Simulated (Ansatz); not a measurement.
# Quasiparticle gap of GaN (P6_3mc)

How far does one-shot GW move the PBE gap of GaN (P6_3mc)?

Main program and level: Ansatz 0.2.0; PBE, then G0W0 on it, plane waves, PAW.

The database entry behind the starting cell has ideal inner coordinates that were not refined, so it need not match the best structure at ambient conditions.

## (1) Starting point

Symmetry: P6_3mc, No. 186, hexagonal system. The conventional cell has a = 3.190 Å, b = 3.190 Å, c = 5.189 Å, α = 90.00°, β = 90.00°, γ = 120.00°. Nearest to Ga lie 4 N at 1.95 Å. N has 4 Ga at 1.95 Å nearest. Farther neighbours and most contacts between anions are not listed.

The cell and positions come from the Crystallography Open Database and are kept as given unless a step says otherwise. The default PAW set here is soft_2. Its files were made with PBE.

## (2) The PBE band structure

Levels along a band path and on the mesh show where this functional puts the band edges.

This step: DFT, PBE, plane waves, PAW.

File input.yaml:

```yaml
crystal:
  lattice:
    - [3.19, 0.0, 0.0]
    - [-1.595, 2.7626210381, 0.0]
    - [0.0, 0.0, 5.189]
  atoms:
    - { symbol: Ga, position: [0.6666666667, 0.3333333333, 0.0] }
    - { symbol: Ga, position: [0.3333333333, 0.6666666667, 0.5] }
    - { symbol: "N", position: [0.6666666667, 0.3333333333, 0.375] }
    - { symbol: "N", position: [0.3333333333, 0.6666666667, 0.875] }
kpoints:
  mp_grid: { grid: [12, 12, 4] }
  band_path:
    path:
      - [[0.0, 0.0, 0.0], [0.5, 0.0, 0.0], [0.33333333, 0.33333333, 0.0], [0.0, 0.0, 0.0], [0.0, 0.0, 0.5], [0.5, 0.0, 0.5], [0.33333333, 0.33333333, 0.5], [0.0, 0.0, 0.5]]
      - [[0.5, 0.0, 0.5], [0.5, 0.0, 0.0]]
      - [[0.33333333, 0.33333333, 0.5], [0.33333333, 0.33333333, 0.0]]
    npoints: 10
hamiltonian:
  xc: pbe
scf:
  occupations: { method: fermi_dirac, width: 0.02 }
  n_extra_bands: 5
output:
  eigenvalues: true
  write_density: true
  write_potential: true
  elf: true
  volumetric_format: npy
```

On the command line:

```sh
> ansatz run input.yaml --threads 3 --pin off --max-ram 92160MiB --backend cuda --events-out ev --progress --plain --runs-dir out --devices 1 --max-vram 13GiB  # rebuilt from the run's record
```

Numbers of over 12 decimals in the logs are rounded to 6 here.

Log:

```text
scf.n_extra_bands = 5 over 18 filled bands (N_el = 36.0): the run solves 23 bands
GPUs: using 1 of 1 available (devices: 1).
Engine: ansatz 0.2.0, x86_64-unknown-linux-gnu
Pseudopotentials: kind: paw
Pseudopotential: Ga, paw, valence charge 13, recommended cutoff 420 eV (normal), Ga.paw.azcp
Pseudopotential: N, paw, valence charge 5, recommended cutoff 420 eV (normal), N.paw.azcp
Functional definition: PBE
  parameter kappa = 0.804
  parameter beta = 0.066725
  exchange = pbe_x(kappa = kappa, mu = beta*pi^2/3)
  correlation = pbe_c(beta = beta)
device memory: the entry about to start is reckoned to put 1.6 GiB on a device that reports 42.0 GiB free (of which the cap on the GPU budget leaves the run 13.0 GiB)
GPU FFT provider: cuFFT
GPU libraries: cuBLAS 13.8.2, cuFFT 12.4.0, cuSOLVER 12.3.4
Crystal: 4 atoms, lattice volume = 45.729 Å³
Basis set: ecut = 420 eV, 917 PW (Γ)
Bands: 23, of which v1, the nominal top of the filled ones, is band 18 counted from 1 (17 counted from 0)
Symmetry: 12 space group operations
Space group: P63mc (ITA 186), of the structure as read, at distance tolerance 3.6e-5 Å
k-points: 57 of 576 (time reversal used)
Non-local potential: Ga, projectors of the file, l = 0: 2, l = 1: 2, l = 2: 3, l = 3: 1
Non-local potential: N, projectors of the file, l = 0: 2, l = 1: 2, l = 2: 1
PAW form: soft (Blöchl's): semilocal exchange-correlation on the pseudo side does not see the compensation charge
PAW one-centre angular grid: Ga, 590 points (default); XC on 64 Gauss nodes
PAW one-centre angular grid: N, 110 points (default); XC on 64 Gauss nodes
Initial density: superposition of atomic densities (neutral atoms: chi_scale 0, normalization atom), corrected by the library's trained network
Initial wavefunctions: pseudopotential atomic-orbital guess
GPU buffer pool allocated for 20736 grid points (all kernels)
GPU transforms: local potential and band sums: pruned to the plane-wave sphere, on 24×24×36
Functional: x = pbe(κ = 0.804, μ = 0.219515), c = pbe(β = 0.066725)
SCF iter   1: F=—  HF=-8335.814833 eV  |F-HF|=—  |Δ(HF+E_count)|=         —  Δρ=8.62e-4  dr2=2.09e-4  ethr=1.77e-3  ⟨swp⟩=4.7  Hψ=5394  notcnv=0
preconditioner: auto → Resta (q_TF=auto, 2.622 Å⁻¹)  ε∞=4.7  [insulator: Δε(μ)=1.883 eV  Ē_g=17.199 eV  σ=0.020 eV  W_gap=1.00  n_scr=22 (ndim 8)  ℏωp=32.9 eV  f_vac=0.009  D(μ)=0.00/eV (n_scr^D=0)  ε∞_Penn≈4.7]
SCF iter   2: F=—  HF=-8335.815407 eV  |F-HF|=—  |Δ(HF+E_count)|=   5.75e-4  Δρ=3.98e-4  dr2=2.57e-5  ethr=5.79e-7  ⟨swp⟩=2.0  Hψ=2877  notcnv=0  defer=6
SCF iter   3: F=—  HF=-8335.815617 eV  |F-HF|=—  |Δ(HF+E_count)|=   2.10e-4  Δρ=1.98e-4  dr2=7.55e-6  ethr=7.15e-8  ⟨swp⟩=2.0  Hψ=2146  notcnv=0  defer=7
SCF iter   4: F=—  HF=-8335.815651 eV  |F-HF|=—  |Δ(HF+E_count)|=   3.35e-5  Δρ=5.54e-5  dr2=9.76e-7  ethr=2.10e-8  ⟨swp⟩=2.0  Hψ=2257  notcnv=0  defer=7
iter 5 did not close the SCF: its close was put off for the readings that it lacked (scf_convergence_deferred on its scf_iter line)
SCF iter   5: F=-8335.815653 eV  HF=-8335.815653 eV  |F-HF|=2.40e-7  |Δ(HF+E_count)|=   2.57e-6  Δρ=1.89e-5  dr2=9.32e-8  ethr=2.71e-9  ⟨swp⟩=2.0  Hψ=2278  notcnv=0  defer=7
SCF iter   6: F=-8335.815653 eV  HF=-8335.815653 eV  |F-HF|=4.25e-9  |Δ(HF+E_count)|=   2.59e-7  Δρ=3.15e-6  dr2=4.01e-9  ethr=2.59e-10  ⟨swp⟩=3.5  Hψ=4904  notcnv=0
SCF 1 converged in 6 iterations: F = -8335.815653 eV  dr2 = 4.01e-9
  greatest PAW one-centre occupation: 0.995 electrons in one spin orbital (limit 2), on the Ga atom at site 1 (counted from 0), in its partial waves of l = 2
device memory: the entry about to start is reckoned to put 1.8 GiB on a device that reports 41.2 GiB free (of which the cap on the GPU budget leaves the run 13.0 GiB)
NSCF: frozen V_eff on 93 k-points, pencils in batches of 32, up to order 104
SCF converged after 6 iterations
Free energy (F): -8335.815653 eV
Harris-Foulkes:  -8335.815653 eV  (|F-HF|=4.25e-9)
Internal energy: -8335.815653 eV  (E = F + TS)
E sigma→0 (E₀):  -8335.815653 eV
Fermi energy:    10.642687 eV
--- Per-component energies (eV) ---
  E_band       = -10.571375
  E_kinetic    = 494.495963
  E_local      = -3905.719153  (includes V_loc(G=0)·N_el)
  E_nonlocal   = 948.829425
  E_hartree    = 1797.550609
  E_xc         = -257.649128
  E_vxc        = -268.353670  (∫ρ·V_xc dr)
  E_paw        = -4240.814950  (= ΣΔE_a)
  E_vpaw       = -874.925938  (= ΣTr[D̂ρ^β])
  E_aug_tail   = 0.000128  (compensation charges beyond the density's cutoff)
  E_ewald      = -3172.508547
  E_smearing   = -0.000000  (= −TS)
  E_closure    = 0.000000  (closes the sum)
  Σ components = -8335.815653   (vs F -8335.815653, Δ=0.00e0)
--- Band table (eV; the first three rows and the last of 57) ---
  k-point 0: bands = [... 14 lower, 8.6450, 9.6255, 9.6893, 9.6893, 11.5790, 13.9333, 18.8698, 19.5672, ... 1 higher]
  k-point 1: bands = [... 14 lower, 8.7916, 8.7916, 9.5298, 9.5298, 12.7765, 14.0368, 18.4838, 19.2478, ... 1 higher]
  k-point 2: bands = [... 14 lower, 9.1543, 9.1543, 9.1543, 9.1543, 13.9149, 13.9149, 18.1697, 18.1697, ... 1 higher]
  k-point 56: bands = [... 14 lower, 5.5172, 5.5172, 8.1971, 8.1971, 16.1055, 16.1055, 16.9860, 16.9860, ... 1 higher]
```

It took 6.5 s on 1 × NVIDIA H100 80GB HBM3 (shared by 6 runs) with 3 threads of AMD EPYC 7R13 (Zen 3), shared host; peak memory 0.9 GiB.

Numbers from this step:

| Item | Value |
| --- | --- |
| filled bands | 18 |
| gap | 1.890 eV |
| valence top at | Γ |
| conduction bottom at | Γ |
| least direct gap | 1.890 eV |

Over mesh and path the gap is 1.890 eV, direct, at k = Γ.

The electronic bands at the labelled points (eV, zero at the top of the highest nominally filled band):

```csv
point,band 15,band 16,band 17,band 18,band 19,band 20,band 21,band 22
Γ,-1.04,-0.06,0.00,0.00,1.89,4.24,9.18,9.88
halfway,-2.86,-1.99,-0.74,-0.49,4.27,5.92,7.35,8.51
M,-4.23,-2.74,-2.23,-0.98,5.06,5.54,6.04,8.58
halfway,-4.24,-3.53,-2.39,-1.86,5.59,6.58,6.61,8.42
K,-5.27,-3.00,-3.00,-2.69,5.13,7.78,7.78,8.39
halfway,-3.67,-2.40,-1.01,-0.92,4.91,6.85,7.27,7.64
Γ,-1.04,-0.06,0.00,0.00,1.89,4.24,9.18,9.88
halfway,-0.90,-0.90,-0.16,-0.16,3.09,4.35,8.79,9.56
A,-0.54,-0.54,-0.54,-0.54,4.23,4.23,8.48,8.48
halfway,-2.08,-2.08,-1.29,-1.29,5.22,5.22,7.63,7.63
L,-1.93,-1.93,-1.91,-1.91,4.39,4.39,7.77,7.77
halfway,-3.19,-3.19,-1.60,-1.60,5.35,5.35,8.09,8.09
H,-4.17,-4.17,-1.49,-1.49,6.42,6.42,7.30,7.30
halfway,-2.12,-2.12,-1.81,-1.81,5.65,5.65,7.64,7.64
A,-0.54,-0.54,-0.54,-0.54,4.23,4.23,8.48,8.48
jump to L,-1.93,-1.93,-1.91,-1.91,4.39,4.39,7.77,7.77
halfway,-3.31,-2.52,-1.71,-1.28,4.30,5.09,7.54,7.83
M,-4.23,-2.74,-2.23,-0.98,5.06,5.54,6.04,8.58
jump to H,-4.17,-4.17,-1.49,-1.49,6.42,6.42,7.30,7.30
halfway,-4.97,-3.19,-2.20,-2.20,5.88,7.17,7.17,8.18
K,-5.27,-3.00,-3.00,-2.69,5.13,7.78,7.78,8.39
```

ELF in the ac plane at fractional y = 0.333, with atoms of Ga and N within 0.2 Å of it. It is the smooth field of the valence electrons, not physical close to the nuclei.

Values, 22 rows by 16 columns, each cell a mean:
```
0.35 0.53 0.60 0.60 0.56 0.43 0.28 0.21 0.12 0.04 0.03 0.03 0.03 0.08 0.18 0.24
0.45 0.61 0.65 0.65 0.62 0.51 0.34 0.24 0.18 0.11 0.07 0.07 0.10 0.15 0.21 0.27
0.50 0.61 0.64 0.64 0.62 0.54 0.39 0.26 0.21 0.20 0.18 0.18 0.19 0.20 0.22 0.32
0.47 0.56 0.60 0.60 0.57 0.51 0.39 0.26 0.20 0.19 0.20 0.20 0.19 0.18 0.22 0.33
0.38 0.47 0.51 0.52 0.48 0.41 0.32 0.22 0.16 0.14 0.14 0.14 0.14 0.14 0.18 0.27
0.25 0.33 0.38 0.38 0.35 0.28 0.20 0.13 0.09 0.08 0.07 0.07 0.07 0.08 0.11 0.16
0.15 0.20 0.24 0.24 0.22 0.17 0.12 0.09 0.06 0.05 0.05 0.05 0.05 0.06 0.07 0.10
0.14 0.16 0.18 0.18 0.17 0.15 0.13 0.11 0.11 0.12 0.12 0.13 0.12 0.11 0.11 0.12
0.16 0.17 0.18 0.18 0.18 0.17 0.18 0.22 0.27 0.32 0.35 0.36 0.34 0.29 0.23 0.18
0.20 0.19 0.20 0.20 0.20 0.20 0.27 0.40 0.53 0.60 0.62 0.63 0.61 0.56 0.45 0.30
0.26 0.20 0.20 0.21 0.21 0.24 0.38 0.59 0.73 0.77 0.76 0.76 0.77 0.75 0.66 0.45
0.35 0.22 0.19 0.19 0.21 0.31 0.53 0.75 0.82 0.77 0.66 0.64 0.73 0.81 0.80 0.62
0.45 0.24 0.18 0.18 0.22 0.37 0.63 0.80 0.81 0.62 0.31 0.26 0.52 0.77 0.82 0.72
0.50 0.26 0.17 0.16 0.22 0.41 0.66 0.79 0.78 0.53 0.18 0.12 0.40 0.73 0.81 0.73
0.47 0.25 0.14 0.13 0.20 0.39 0.62 0.76 0.78 0.66 0.46 0.42 0.60 0.76 0.78 0.69
0.38 0.18 0.10 0.09 0.14 0.31 0.53 0.70 0.79 0.80 0.78 0.77 0.80 0.80 0.74 0.59
0.25 0.11 0.06 0.05 0.09 0.20 0.37 0.55 0.68 0.76 0.79 0.79 0.77 0.71 0.60 0.44
0.15 0.08 0.05 0.04 0.07 0.13 0.22 0.32 0.39 0.43 0.46 0.46 0.44 0.40 0.35 0.26
0.14 0.10 0.07 0.07 0.09 0.13 0.17 0.20 0.23 0.22 0.21 0.21 0.22 0.23 0.21 0.18
0.16 0.16 0.15 0.15 0.16 0.17 0.18 0.21 0.19 0.13 0.09 0.08 0.11 0.17 0.21 0.19
0.20 0.26 0.30 0.30 0.28 0.23 0.21 0.21 0.13 0.05 0.03 0.03 0.04 0.10 0.19 0.21
0.25 0.39 0.46 0.47 0.43 0.31 0.25 0.19 0.11 0.01 0.12 0.21 0.00 0.08 0.16 0.23
```
Columns run along a (3.2 Å), rows up along c (5.2 Å). Atoms in or near the plane, at fractional coordinates: Ga at (0.67, 0.00), N at (0.67, 0.38).

Valence density in the ac plane at fractional y = 0.333, with atoms of Ga and N within 0.2 Å of it. It is the smooth field of the valence electrons, not physical close to the nuclei.

Ten steps, logarithmic in the rise over the least value, from '0' (0 e/Å³) to '9' (45 e/Å³):
```
1111111246897421
1111111124665311
1111111112332211
1111111011111100
0011100000000000
0000000000000000
0000000000000000
0000000000000000
0000000000000000
0000000000000000
0000000000000000
0011100011111110
1111111112222211
1111111123333221
1100011234444321
1000011234444321
1000001234444321
0000001123444321
0000000123333211
0000000112222110
0000000011121100
0000000011121100
0000000112332210
0000000124665311
0000001246897421
1000001247998521
```
Columns run along a (3.2 Å), rows up along c (5.2 Å). Atoms in or near the plane, at fractional coordinates: Ga at (0.67, 0.00), N at (0.67, 0.38).

(Continued in part 2 of 2.)

[Paths, hosts, dates, memory and timing lines, banners, echoed tables and standing remarks are left out of the program output.]

[Logs are printed without paths, hosts, clocks, repeated set-up lines and the standing remarks that a program may print on its own settings, such as how far it seeks lower states.]

[Runs of the session that timed out or met a known fault of the program may be left out.]

[Cells called generated may have been cut or substituted from an entry of the Crystallography Open Database or the Materials Project.]

[Hosts, paths, dates, database ids (printed as entryN), source tags and the programs' standing remarks are cut or masked in the printed files.]

[Where an RPA ε∞ is given, it is that of the G0W0 mesh and is not shown converged in it. Names of k-points follow the symmetry that the program found, which can be lower than the space group named. Band edges on a path are those of the sampled points; other points can move an edge, and change direct to indirect where valleys lie close.]

[Hybrid gaps are those of their k-mesh and are not shown converged in it.]
